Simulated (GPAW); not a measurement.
# How CoSi2 absorbs and reflects light, part 2 of 2

Aim: the dielectric function of CoSi2, and the optical constants that follow from it. The cell comes from an older database entry, whose edges can differ from later determinations, mostly by under a per cent.

GPAW 26.7.0; DFT, LDA, plane-wave PAW (GPAW data sets), scalar-relativistic, RPA, optical limit.

So far. Step 2 (Ground state): There are states at the Fermi level within the smearing, so the occupations stay smeared and the carriers get a Drude term.

The database entry behind the starting cell differs from later determinations by our own check (0.1 to 0.3 % short, probably kX units), so it need not match the best structure at ambient conditions.

## Step 4: Dielectric function, RPA

Transitions between filled and empty bands, summed over the zone, give the optical response, so mesh, band count and broadening shape it.

The induced potential is part of this response.

This step: DFT, LDA, plane-wave PAW (GPAW data sets), scalar-relativistic, RPA, optical limit (GPAW 26.7.0).

df.py reads:

```python
from gpaw.response.df import DielectricFunction

df = DielectricFunction('full.gpw', frequencies={'type': 'nonlinear', 'domega0': 0.03, 'omega2': 8},
                        ecut=50,
                        eta=0.15,
                        nbands=29,
                        rate=0.05,
                        txt='df.txt')
for direction in ['x']:
    df.get_dielectric_function(xc='RPA', direction=direction, filename=f'df_{direction}.csv')
```

Run with:

```bash
> OMP_NUM_THREADS=1 python df.py
```

What it wrote:

```text
Using integrator: PointIntegrator
NonLinearFrequencyDescriptor(from 0.000 to 42.921 eV, 445 points)
Nonperiodic BCs:  [False False False]
Using integrator: PointIntegrator
NonLinearFrequencyDescriptor(from 0.000 to 42.921 eV, 445 points)
Nonperiodic BCs:  [False False False]
Using integrator: PointIntegrator

Calculating chi0 body with:
    Ground state adapter containing:
    Number of spins: 1
    Number of kpoints: 1000
    Number of irreducible kpoints: 47
    Number of completely occupied states: 6
    Number of partially occupied states: 9

    Linear response parametrization:
    q_c: [0.0, 0.0, 0.0]
    Number of frequency points: 445
    Planewave cutoff: 50.0
    Number of bands: 29
    Number of planewaves: 27
    Broadening (eta): 0.15

Integrating chi0 body.

Symmetries of q_c:
    Direct symmetries (Uq -> q): 48
    Indirect symmetries (TUq -> q): 0
In total 48 allowed symmetries.

47 groups of equivalent kpoints. 95.3% reduction.

Integral kind: spectral function

Calculating chi0 optical extensions with:
    Ground state adapter containing:
    Number of spins: 1
    Number of kpoints: 1000
    Number of irreducible kpoints: 47
    Number of completely occupied states: 6
    Number of partially occupied states: 9

    Linear response parametrization:
    Number of frequency points: 445
    Planewave cutoff: 50.0
    Number of bands: 29
    Number of planewaves: 27
    Broadening (eta): 0.15
Integrating chi0 head and wings.

Symmetries of q_c:
    Direct symmetries (Uq -> q): 48
    Indirect symmetries (TUq -> q): 0
In total 48 allowed symmetries.

47 groups of equivalent kpoints. 95.3% reduction.

Integral kind: spectral function wings

Calculating drude chi0 with:
    Number of frequency points:445
    Plasma frequency decay rate: 0.05 eV

    Ground state adapter containing:
    Number of spins: 1
    Number of kpoints: 1000
    Number of irreducible kpoints: 47
    Number of completely occupied states: 6
    Number of partially occupied states: 9

Symmetries of q_c:
    Direct symmetries (Uq -> q): 48
    Indirect symmetries (TUq -> q): 0
In total 48 allowed symmetries.

47 groups of equivalent kpoints. 95.3% reduction.

Integral kind: intraband
Plasma frequency:
[[5.23-0.j 0.  -0.j 0.  +0.j]
 [0.  -0.j 5.23-0.j 0.  -0.j]
 [0.  +0.j 0.  -0.j 5.23-0.j]]
```

Run time: 6.9 s. Hardware: 1 thread of Arm Neoverse V1, shared host; peak memory 0.23 GiB.

Some rows of df_x.csv (energy; Re and Im without local fields; Re and Im with them):

```text
0.000000, 10988.958444, -0.000000, 10988.690827, -0.000000
0.460735, -99.195337, 63.622352, -99.429338, 63.696421
0.943989, -21.287787, 11.196490, -21.656486, 11.146177
1.451455, -1.996849, 5.497141, -2.364347, 5.431314
1.984998, 7.543186, 7.739997, 7.154424, 7.519551
2.546682, 12.119281, 11.632741, 11.685889, 11.272543
3.138794, 4.031453, 12.159283, 3.930654, 11.934895
3.763875, 6.690512, 10.483013, 6.328328, 10.154510
4.424758, 3.975739, 11.871117, 3.757994, 11.393154
5.124608, 8.855309, 13.622583, 8.493749, 12.590293
5.866977, -2.723048, 15.071402, -2.156331, 14.692083
6.655862, -3.854808, 9.433644, -3.679393, 9.295062
7.495775, -5.687728, 6.566282, -5.628226, 6.494139
8.391833, -4.595399, 4.161924, -4.463591, 4.179863
9.349861, -3.611398, 3.072615, -3.507410, 3.021694
10.376517, -2.656770, 1.873758, -2.573678, 1.867477
11.479449, -2.068196, 1.506481, -1.993786, 1.529759
12.667487, -1.642833, 0.981836, -1.582833, 0.998060
13.950874, -1.042764, 0.632851, -0.995368, 0.620231
```

Sum at mesh points, not converged in k. The Im ε, E ∥ x by photon energy; read off at these points:

photon energy (eV), Im ε, E ∥ x and a bar:
```
     0.50         58 ##############################
     1.00         11 #####
     1.50          5 ##
     2.00          8 ####
     2.50         10 #####
     2.66         13 #######
     3.00         13 ######
     3.50         10 #####
     4.00         10 #####
     4.29         12 ######
     4.50         11 #####
     5.00         10 #####
     5.50         19 ##########
     6.00         15 #######
     6.50          9 ####
     7.00          9 ####
     7.50          6 ###
     8.00          5 ##
     8.50          4 ##
     9.00          3 #
     9.50          3 #
    10.00          2 #
    10.50          2 #
    11.00          2 
    11.50          2 
    12.00          1 
    12.50          1 
    13.00          1 
    13.50          1
```

Values under 1 per cm are given as 1; sum at mesh points, not converged in k. Table of absorption coefficient, E ∥ x by photon energy:

photon energy (eV), log10 absorption coefficient, E ∥ x (1/cm) and a bar from the least value:
```
    0.492        5.7 ##########
    1.010        5.7 ########
    1.486        5.5 ##
    1.985        5.4 
    2.508        5.5 ####
    3.018        5.8 #############
    3.510        5.8 #############
    3.980        5.9 ###############
    4.516        5.9 ##################
    4.981        5.9 #################
    5.515        6.2 ###########################
    6.021        6.3 #############################
    6.494        6.3 ############################
    6.985        6.3 ##############################
    7.496        6.3 ##############################
    8.026        6.3 #############################
    8.516        6.3 #############################
    9.023        6.3 ############################
    9.483        6.3 #############################
   10.026        6.3 ############################
   10.519        6.2 ############################
   11.029        6.2 ############################
   11.479        6.2 ############################
   12.023        6.2 ############################
   12.504        6.2 ###########################
   13.000        6.2 ###########################
   13.512        6.2 ##########################
```

Sum at mesh points, not converged in k. The Im ε, E ∥ x by photon energy; read off at these points:

```
photon energy (eV)  without local fields  with local fields
             0.500                  57.5               57.6
             0.750                  16.9               16.9
             1.000                  10.6               10.6
             1.250                  6.33               6.28
             1.500                  5.09               5.03
             1.750                  4.75               4.65
             2.000                  7.82               7.60
             2.250                  7.57               7.41
             2.500                  9.97               9.67
             2.663                  13.9               13.5
             2.750                  13.8               13.4
             3.000                  12.9               12.6
             3.250                  10.1               9.99
             3.500                  10.3               10.1
             3.750                  10.3               10.0
             4.000                  10.4               10.1
             4.250                  12.6               12.2
             4.290                  12.7               12.2
             4.500                  11.1               10.7
             4.750                  10.2               9.76
             5.000                  11.0               10.3
             5.250                  16.9               15.6
             5.466                  20.4               19.5
             5.500                  20.2               19.4
             5.750                  15.8               15.5
             6.000                  15.2               14.9
             6.250                  12.3               12.6
             6.500                  8.95               9.05
             6.750                  9.95               9.87
             7.000                  8.80               8.90
             7.250                  7.51               7.50
             7.500                  6.54               6.47
             7.750                  5.25               5.17
             8.000                  4.86               4.74
             8.250                  4.47               4.46
             8.500                  3.81               3.82
             8.750                  3.16               3.10
             9.000                  3.46               3.39
             9.250                  3.19               3.15
             9.500                  2.74               2.70
             9.750                  2.28               2.26
            10.000                  2.16               2.16
            10.250                  2.00               2.00
            10.500                  1.91               1.88
            10.750                  1.75               1.76
            11.000                  1.53               1.57
            11.250                  1.49               1.51
            11.500                  1.49               1.52
            11.750                  1.27               1.30
            12.000                  1.20               1.22
            12.250                  1.14               1.13
            12.500                  1.07               1.08
            12.750                 0.946              0.969
            13.000                 0.840              0.860
            13.250                 0.669              0.664
            13.500                 0.653              0.666
            13.750                 0.680              0.674
```

Sum at mesh points, not converged in k. The reflectivity at normal incidence, E ∥ x by photon energy; read off at these points:

```
photon energy (eV)  reflectivity at normal incidence, E ∥ x (%)
              0.50                                         89.8
              1.00                                         80.9
              1.50                                         38.5
              2.00                                         31.7
              2.50                                         37.6
              2.86                                         41.6
              3.00                                         40.9
              3.50                                         36.5
              4.00                                         36.4
              4.50                                         38.5
              5.00                                         36.7
              5.50                                         51.8
              6.00                                         53.6
              6.33                                         58.2
              6.50                                         55.1
              7.00                                         56.8
              7.50                                         59.5
              8.00                                         57.7
              8.50                                         60.7
              8.58                                         61.4
              9.00                                         53.7
              9.50                                         60.4
              9.62                                         61.2
             10.00                                         58.2
             10.50                                         56.7
             11.00                                         57.8
             11.50                                         55.3
             12.00                                         57.6
             12.50                                         57.3
             13.00                                         60.5
             13.17                                         63.7
             13.50                                         59.0
```

The loss function −Im 1/ε at q → 0, E ∥ x has structure finer than the step of the table below, so its rows give means over 0.5 eV, whole bins alone (the curve runs from 0.305 to 14.0 eV). Peaks (eV: height): 1.59: 0.225.

Sum at mesh points, not converged in k. The loss function −Im 1/ε at q → 0, E ∥ x by energy loss; means over each step:

energy loss (eV), loss function −Im 1/ε at q → 0, E ∥ x and a bar:
```
      1.0      0.025 
      1.5      0.150 ###########
      2.0      0.074 ####
      2.5      0.050 ##
      3.0      0.069 ####
      3.5      0.079 #####
      4.0      0.072 ####
      4.5      0.080 #####
      5.0      0.066 ###
      5.5      0.053 ##
      6.0      0.065 ###
      6.5      0.082 #####
      7.0      0.083 #####
      7.5      0.089 #####
      8.0      0.108 #######
      8.5      0.115 ########
      9.0      0.146 ##########
      9.5      0.140 ##########
     10.0      0.168 ############
     10.5      0.192 ##############
     11.0      0.213 ################
     11.5      0.239 ##################
     12.0      0.256 ####################
     12.5      0.283 ######################
     13.0      0.285 ######################
     13.5      0.372 ##############################
```

From ε follow the optical constants at some laser and lamp lines:

```
wavelength (nm)     n      k  R (%)     1/α
           1064  1.05  3.536   74.8   24 nm
            633  2.95  1.232   31.1   41 nm
            532  3.12  1.118   31.5   38 nm
            450  3.40  1.971   41.5   18 nm
            365  2.89  1.712   36.0   17 nm
            308  2.91  1.715   36.1   14 nm
            193  1.67  2.917   57.2  5.3 nm
```

A polished face would reflect 33 % of daylight and look faintly blue (CIE x = 0.292, y = 0.299 under D65).

## Step 5: Outcome

At this level (LDA, RPA) CoSi2 is a metal. The mesh is too coarse to trust the carriers' weight, the reflectivity or the colour to better than tens of per cent. A polished face would reflect 33 % of daylight and look faintly blue (CIE x = 0.292, y = 0.299 under D65). The carriers' damping of 0.05 eV is typed, not computed; it shapes the response at the lowest energies. The run has no spin polarisation; magnetic order or correlation, untested here, could change the spectrum. In this version of GPAW the matrix elements of the optical limit are incomplete, which can lower ε − 1 by up to a tenth where first-row anions or d states rule, and shift it by more in d metals. GPAW's carrier term has the form −ωp²/(ω + i·rate)², which damps like twice the rate and fails at low energy, so the curves leave the lowest energies out. The sum runs over mesh points 0.20 Å⁻¹ apart with no interpolation, so peaks are partly noise of the mesh, and the Drude plasma energy, a sum over the Fermi surface, isn't converged.

[Machine, clock and banner lines and Python warnings are left out of the logs.]

[Logs are printed without paths, hosts, clocks, repeated set-up lines and the standing remarks that a program may print on its own settings, such as how far it seeks lower states.]

[Hosts, paths, dates, database ids (printed as entryN), source tags and the programs' standing remarks are cut or masked in the printed files.]
